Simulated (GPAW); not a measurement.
# How the functional moves the magnetism of zigzag Mo chain, bond 2.672 A, part 2 of 2

How far do the magnetic results of zigzag Mo chain, bond 2.672 A hang on the functional?

GPAW 26.7.0; several functionals; plane waves with GPAW's PAW setups, scalar-relativistic.

So far, largest spin moment in the augmentation sphere (μB): step 2 (rung 1 (LDA), start ferro ++) 0.159; step 4 (revPBE) 0.401; step 5 (revPBE, antiferromagnetic, start moments [1.0, -1.0] μB) 2.62; step 6 (PBE) 0.382; step 7 (PBE, antiferromagnetic, start moments [1.0, -1.0] μB) 2.55.

### 8. Set 4 (RPBE), start ferro ++

Level of this step: RPBE; plane waves with GPAW's PAW setups, scalar-relativistic (GPAW).

File order1.py:

```python
import json
import numpy as np
from ase import Atoms
from ase.parallel import paropen, parprint
from gpaw import GPAW

atoms = Atoms(['Mo', 'Mo'],
    cell=[[12.0, 0.0, 0.0],
         [0.0, 12.0, 0.0],
         [0.0, 0.0, 3.2064]],
    scaled_positions=[[0.41093333, 0.5, 0.0],
         [0.58906667, 0.5, 0.5]],
    pbc=True,
    magmoms=[1.0, 1.0])
atoms.calc = GPAW(mode={'name': 'pw', 'ecut': 550},
    xc='RPBE',
    kpts={'size': (1, 1, 8), 'gamma': True},
    occupations={'name': 'fermi-dirac', 'width': 0.05},
    convergence={'density': 1e-05, 'energy': 1e-05},
    maxiter=200,
    symmetry={'tolerance': 1e-4},
    txt='order1.txt')
e = atoms.get_potential_energy(force_consistent=True)
res = {'free_energy': e, 'energy_sigma0': atoms.get_potential_energy(), 'fermi_energy': atoms.calc.get_fermi_level()}
res['moments'] = atoms.get_magnetic_moments().tolist()
res['total'] = atoms.get_magnetic_moment()
parprint('site moments (muB):', np.round(res['moments'], 3))
parprint(f"total moment: {res['total']:.3f} muB")
parprint(f'free energy: {e:.6f} eV')
atoms.calc.write('order1.gpw')
with paropen('results.json', 'w') as f:
    json.dump(res, f)
```

Started as:

```sh
OMP_NUM_THREADS=1 python3 order1.py > order1.log
```

Output:

```text
site moments (muB): [0.376 0.376]
total moment: 1.060 muB
free energy: -13.294193 eV

--- order1.txt ---
Input parameters:
  mode=PW(ecut=550),
  convergence={'density': 1e-05, 'energy': 1e-05},
  kpts=MonkhorstPack(size=(1, 1, 8), gamma=True),
  maxiter=200,
  occupations=Occupations(name='fermi-dirac', width=0.05),
  symmetry=Symmetry(tolerance=0.0001),
  xc=XC(name='RPBE')

Diagonalizing LCAO Hamiltonian
[...]
|          8 |        -5.724 |     1.000 |        -5.703 |     1.000 |
|          9 |        -5.430 |     1.000 |        -5.367 |     1.000 |
[...]
|         18 |        -1.205 |     0.000 |        -1.072 |     0.000 |
|         19 |        -1.195 |     0.000 |        -0.815 |     0.000 |
|         20 |        -0.234 |     0.000 |        -0.247 |     0.000 |
|         21 |        -0.080 |     0.000 |         0.003 |     0.000 |

No gap
No difference between direct/indirect transitions


[key lines of the parts left out:]
Free energy:     -13.294193
Converged in 58 steps
dipole moment: (0.000001, 0.000003, -11.893947)  # |e|*Ang
Fermi level: -2.486
```

Wall time 1.7 min (1 MPI rank of AMD EPYC 9R45, shared host); peak memory 0.43 GiB.

This step gave:

| Quantity | Value |
| --- | --- |
| magnetization | 1.060 μB |
| final state | ferromagnetic |
| largest moment | 0.3760 μB |

The largest moment moves by -0.01 μB from set 3, at 2.2 times its CPU time.

### 9. Set 4 (RPBE), start antiferro +-

File order2.py:

```python
import json
import numpy as np
from ase import Atoms
from ase.parallel import paropen, parprint
from gpaw import GPAW

atoms = Atoms(['Mo', 'Mo'],
    cell=[[12.0, 0.0, 0.0],
         [0.0, 12.0, 0.0],
         [0.0, 0.0, 3.2064]],
    scaled_positions=[[0.41093333, 0.5, 0.0],
         [0.58906667, 0.5, 0.5]],
    pbc=True,
    magmoms=[1.0, -1.0])
atoms.calc = GPAW(mode={'name': 'pw', 'ecut': 550},
    xc='RPBE',
    kpts={'size': (1, 1, 8), 'gamma': True},
    occupations={'name': 'fermi-dirac', 'width': 0.05},
    convergence={'density': 1e-05, 'energy': 1e-05},
    maxiter=200,
    symmetry={'tolerance': 1e-4},
    txt='order2.txt')
e = atoms.get_potential_energy(force_consistent=True)
res = {'free_energy': e, 'energy_sigma0': atoms.get_potential_energy(), 'fermi_energy': atoms.calc.get_fermi_level()}
res['moments'] = atoms.get_magnetic_moments().tolist()
res['total'] = atoms.get_magnetic_moment()
parprint('site moments (muB):', np.round(res['moments'], 3))
parprint(f"total moment: {res['total']:.3f} muB")
parprint(f'free energy: {e:.6f} eV')
atoms.calc.write('order2.gpw')
with paropen('results.json', 'w') as f:
    json.dump(res, f)
```

Started as:

```sh
OMP_NUM_THREADS=1 python3 order2.py > order2.log
```

Output:

```text
site moments (muB): [ 2.638 -2.638]
total moment: -0.000 muB
free energy: -14.375099 eV

--- order2.txt ---
Input parameters:
  mode=PW(ecut=550),
  convergence={'density': 1e-05, 'energy': 1e-05},
  kpts=MonkhorstPack(size=(1, 1, 8), gamma=True),
  maxiter=200,
  occupations=Occupations(name='fermi-dirac', width=0.05),
  symmetry=Symmetry(tolerance=0.0001),
  xc=XC(name='RPBE')

Diagonalizing LCAO Hamiltonian
[...]
|          9 |        -5.041 |     1.000 |        -5.041 |     1.000 |
|         10 |        -3.992 |     1.000 |        -3.992 |     1.000 |
[...]
|         17 |        -0.914 |     0.000 |        -0.914 |     0.000 |
|         18 |        -0.595 |     0.000 |        -0.595 |     0.000 |
|         19 |        -0.026 |     0.000 |        -0.026 |     0.000 |
|         20 |         0.193 |     0.000 |         0.193 |     0.000 |

No gap
No difference between direct/indirect transitions


[key lines of the parts left out:]
Free energy:     -14.375099
Converged in 18 steps
dipole moment: (0.000003, 0.000003, -11.852016)  # |e|*Ang
Fermi level: -2.233
```

Elapsed: 33 s, on 1 MPI rank; peak memory 0.42 GiB.

This step gave:

- magnetization: 0 μB
- final state: antiferromagnetic
- largest moment: 2.638 μB

This start lies -540.5 meV a seeded atom from the first, a change of -78.4 meV since set 3; its largest moment is 2.64 μB.

### 10. Set 5 (TPSS), start ferro ++

order1.py is the script of step 8 with these lines changed:

```diff
@@ -15,3 +15,3 @@
 atoms.calc = GPAW(mode={'name': 'pw', 'ecut': 550},
-    xc='RPBE',
+    xc='TPSS',
     kpts={'size': (1, 1, 8), 'gamma': True},
@@ -20,2 +20,3 @@
     maxiter=200,
+    eigensolver='davidson',
     symmetry={'tolerance': 1e-4},
```

Started as:

```sh
OMP_NUM_THREADS=1 python3 order1.py > order1.log
```

Output:

```text
gpaw.KohnShamConvergenceError

--- order1.txt ---
Input parameters:
  mode=PW(ecut=550),
  convergence={'density': 1e-05, 'energy': 1e-05},
  eigensolver=Davidson(niter=2),
  kpts=MonkhorstPack(size=(1, 1, 8), gamma=True),
  maxiter=200,
  occupations=Occupations(name='fermi-dirac', width=0.05),
  symmetry=Symmetry(tolerance=0.0001),
  xc=XC(name='TPSS')

Diagonalizing LCAO Hamiltonian
Converting LCAO to pw mode
        .----------------------------.
       /|                            |
      / |                            |
     /  |                            |
[...]
|iter:   5|      19s |  687.187276 | +3.52 | -0.21 |  +0.7487|
|iter:   6|      23s |-7429.358319 | +5.47 | -0.90 |  +0.3611|
|iter:   7|      28s |-1313.624385 | +5.33 | -0.45 |  -0.0344|
|iter:   8|      33s | 1005.700280 | +3.43 | -0.46 |  +0.3086|
|iter:   9|      37s |-419935.207118 | +8.93 | -0.79 |  -0.0510|
[...]
[... 180 iterations left out ...]
[...]
|iter: 197|     916s | 3421.863374 | +1.66 | -2.98 |  -7.2220|
|iter: 198|     921s | 3421.932152 | +1.59 | -3.07 |  -7.2220|
|iter: 199|     925s | 3421.975917 | +1.55 | -2.97 |  -7.2220|
|iter: 200|     930s | 3422.042254 | +1.60 | -3.03 |  -7.2221|
```

The job ended after 16 min (1 MPI rank; peak memory 0.59 GiB).

The run stopped without converging, so none of its numbers is a property of the system.

A smaller mixing step or another start is the usual next try.

### 11. Set 5 (TPSS), start antiferro +-

order2.py is the script of step 9 with these lines changed:

```diff
@@ -15,3 +15,3 @@
 atoms.calc = GPAW(mode={'name': 'pw', 'ecut': 550},
-    xc='RPBE',
+    xc='TPSS',
     kpts={'size': (1, 1, 8), 'gamma': True},
@@ -20,2 +20,3 @@
     maxiter=200,
+    eigensolver='davidson',
     symmetry={'tolerance': 1e-4},
```

Started as:

```sh
OMP_NUM_THREADS=1 python3 order2.py > order2.log
```

Output:

```text
site moments (muB): [ 2.623 -2.623]
total moment: -0.000 muB
free energy: -28.656168 eV

--- order2.txt ---
Input parameters:
  mode=PW(ecut=550),
  convergence={'density': 1e-05, 'energy': 1e-05},
  eigensolver=Davidson(niter=2),
  kpts=MonkhorstPack(size=(1, 1, 8), gamma=True),
  maxiter=200,
  occupations=Occupations(name='fermi-dirac', width=0.05),
  symmetry=Symmetry(tolerance=0.0001),
  xc=XC(name='TPSS')

[...]
|          9 |        -5.101 |     1.000 |        -5.101 |     1.000 |
|         10 |        -4.048 |     1.000 |        -4.048 |     1.000 |
[...]
|         17 |        -0.893 |     0.000 |        -0.893 |     0.000 |
|         18 |        -0.540 |     0.000 |        -0.540 |     0.000 |
|         19 |         0.057 |     0.000 |         0.055 |     0.000 |
|         20 |         0.657 |     0.000 |         0.657 |     0.000 |

No gap
No difference between direct/indirect transitions


[key lines of the parts left out:]
Free energy:     -28.656168
Converged in 44 steps
dipole moment: (0.000002, 0.000003, -11.861700)  # |e|*Ang
Fermi level: -2.263
```

It took 3.5 min on 1 MPI rank; peak memory 0.55 GiB.

Read from the output:

* magnetization: 0 μB
* final state: antiferromagnetic
* largest moment: 2.623 μB

The largest moment moves by -0.01 μB from set 4, at 6.2 times its CPU time.

### 12. The sets together

List, by row:

| set | functional | state from the first start | state from the second start | second less first (meV a seeded atom) | moment, first (μB) | moment, second (μB) | CPU time (s) |
| --- | --- | --- | --- | --- | --- | --- | --- |
| 1 | LDA | ferromagnetic | antiferromagnetic | -232.3 | 0.1594 | 2.19 | 87.56 |
| 2 | revPBE | ferromagnetic | antiferromagnetic | -529.1 | 0.4007 | 2.624 | 118.4 |
| 3 | PBE | ferromagnetic | antiferromagnetic | -462.1 | 0.3816 | 2.549 | 80.32 |
| 4 | RPBE | ferromagnetic | antiferromagnetic | -540.5 | 0.376 | 2.638 | 137.8 |

### 13. Results

```
range of the moment in the table, second start : 2.19 to 2.64 μB
range of CPU time                              : 80 s to 2.3 min
range of the energy difference                 : -540 to -232 meV a seeded atom
```

In words: For the second start the functionals give moments from 2.19 to 2.64 μB and energy differences from -540 to -232 meV a seeded atom, a spread that no finer setting would remove; all use the same cell, so differences in their own lattice constants don't enter. The second start ends lower on every set of the table. Set 5 gave no pair of finished runs and is missing from the table.

[Logs and program files are shortened in this print: banners, set-up blocks, solver, clock and traceback lines can be left out without a mark of their own.]

[Logs are printed without paths, hosts, clocks, repeated set-up lines and the standing remarks that a program may print on its own settings, such as how far it seeks lower states.]

[Hosts, paths, dates, database ids (printed as entryN), source tags and the programs' standing remarks are cut or masked in the printed files.]

[Where a cell is said to come from a database of computed structures, the database is the Materials Project.]
